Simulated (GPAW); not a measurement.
# Polarising 1T-SrClBr monolayer with a field along the normal

The dipole of the cell at several fields, atoms fixed. What does the strongest field give, and what length does the slope stand for?

Set-up. GPAW 26.7.0, plane waves (400 eV), PAW setups, PBE, 9×9 mesh, a dipole layer in the vacuum; geometry relaxed without an applied field with GPAW. The cell's area is 17.67 Å², and e/ε0 = 180.95 V Å.

What came out, but for one run:

| field (V/Å) | dipole (e Å) |
| --- | --- |
| −0.2 | −0.0314 |
| −0.1 | 0.0053 |
| −0.05 | 0.0237 |
| 0.05 | 0.0604 |
| 0.1 | 0.0788 |
| 0.2 | 0.1155 |
| 0.3 | ? |

Q: What is the dipole at 0.3 V/Å?

Worked answer. A line through the 6 points has the slope α = 0.367 e Å per V/Å and the intercept p₀ = 0.0421 e Å (r.m.s. residual 1.5e−05). At 0.3 V/Å it gives p = 0.0421 + 0.367 × 0.3 = 0.1522 e Å; the run gives 0.1522 e Å, so the response stays linear to 0.0 % of the induced part. Dividing by ε0 and the area: α/(ε0 A) = 0.367 × 180.95 / 17.67 = 3.76 Å, against 2.99 Å between the outer nuclei. For a gapped layer this length is t(1 − 1/ε), so it fixes ε only once a thickness t is chosen.

Caveats: This is the electronic response alone; ions that move would add to it in polar layers. No run was spin-polarised, so magnetic states weren't tested. Layers with unlike faces were relaxed with their cell in a fully periodic cell without the dipole layer, so their atoms felt a small spurious field.
